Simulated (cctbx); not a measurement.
# Reading a Patterson map

Space group Im-3 (no. 204), a = 9.1440 Å, b = 9.1440 Å, c = 9.1440 Å, α = 90.00°, β = 90.00°, γ = 90.00°, content Sn8 Cu6 Ti2 S24.

The data are simulated with cctbx, not measured: Mo Kα, λ = 0.71073 Å, to d = 0.7 Å, 50 % of the full sphere, strongest reflection 40000 counts, noise from counting, a 4 % proportional error and a noise floor of 15 counts (s.d.); no absorption.

Patterson synthesis, origin scaled to 1000:

```text
Patterson group I m -3
      u       v       w   height  length (A)
  0.000   0.000   0.000   1000.0     0.00
  0.000   0.000   0.500    868.3     4.57
  0.250   0.250   0.250    717.1     3.96
  0.064   0.249   0.419     70.8     4.50
  0.080   0.064   0.250     70.2     2.47
  0.000   0.181   0.325     53.0     3.40
  0.000   0.330   0.318     37.8     4.19
  0.000   0.330   0.185     35.2     3.46
  0.000   0.170   0.187     34.2     2.31
  0.000   0.000   0.383     33.6     3.51
  0.000   0.000   0.104     13.9     0.95
  0.189   0.181   0.307     13.2     3.69
  0.000   0.105   0.500      9.7     4.67
  0.000   0.395   0.500      9.1     5.83
```

**Question.** Which atom pairs make the peaks, and where is the heaviest atom?

A peak at u stands for all pairs with xi − xj = u, with weight Σ ZiZj against Σ Z² = 32158 at the origin. Peak heights follow these weights only roughly, since form factors, motion and series ripples differ, all vectors within 0.55 Å of a peak are counted as merged into it though the farther ones add only part of their weight, and F(000) is left out, which lowers the whole map:

| u | v | w | shortest length (Å) | height | 1000 ΣZiZj/ΣZ² | pairs in the cell |
| --- | --- | --- | --- | --- | --- | --- |
| 0.000 | 0.000 | 0.500 | 4.57 | 868 | 806 | 8 × Sn–Sn, 4 × Cu–Cu, 4 × Cu–Ti |
| 0.250 | 0.250 | 0.250 | 3.96 | 717 | 678 | 12 × Sn–Cu, 4 × Sn–Ti |
| 0.064 | 0.249 | 0.419 | 4.50 | 71 | 100 | 4 × Sn–S |
| 0.080 | 0.064 | 0.250 | 2.47 | 70 | 100 | 4 × Sn–S |
| 0.000 | 0.181 | 0.325 | 3.40 | 53 | 107 | 8 × S–S, 4 × Ti–S |

The table stops at ten peaks or at a height of 45, below which ripples compete. In the model behind the data Sn, the heaviest element, has 1 independent site: (1/4, 3/4, 1/4), up to an allowed shift of origin; the Sn–Sn vectors are differences of these positions and their symmetry mates. The whole model:

```csv
atom,mult.,x,y,z,Ueq (Å²)
Sn1,8,1/4,3/4,1/4,0.0130
Cu1,6,0,1/2,0,0.0101
Ti1,2,0,0,0,0.0139
S1,24,0.8157,1/2,0.3292,0.0211
```

The model is made up (kin elements in a known structure type, no relaxation), so it says nothing on whether the phase exists.

[Logs are printed without paths, hosts, clocks, repeated set-up lines and the standing remarks that a program may print on its own settings, such as how far it seeks lower states.]
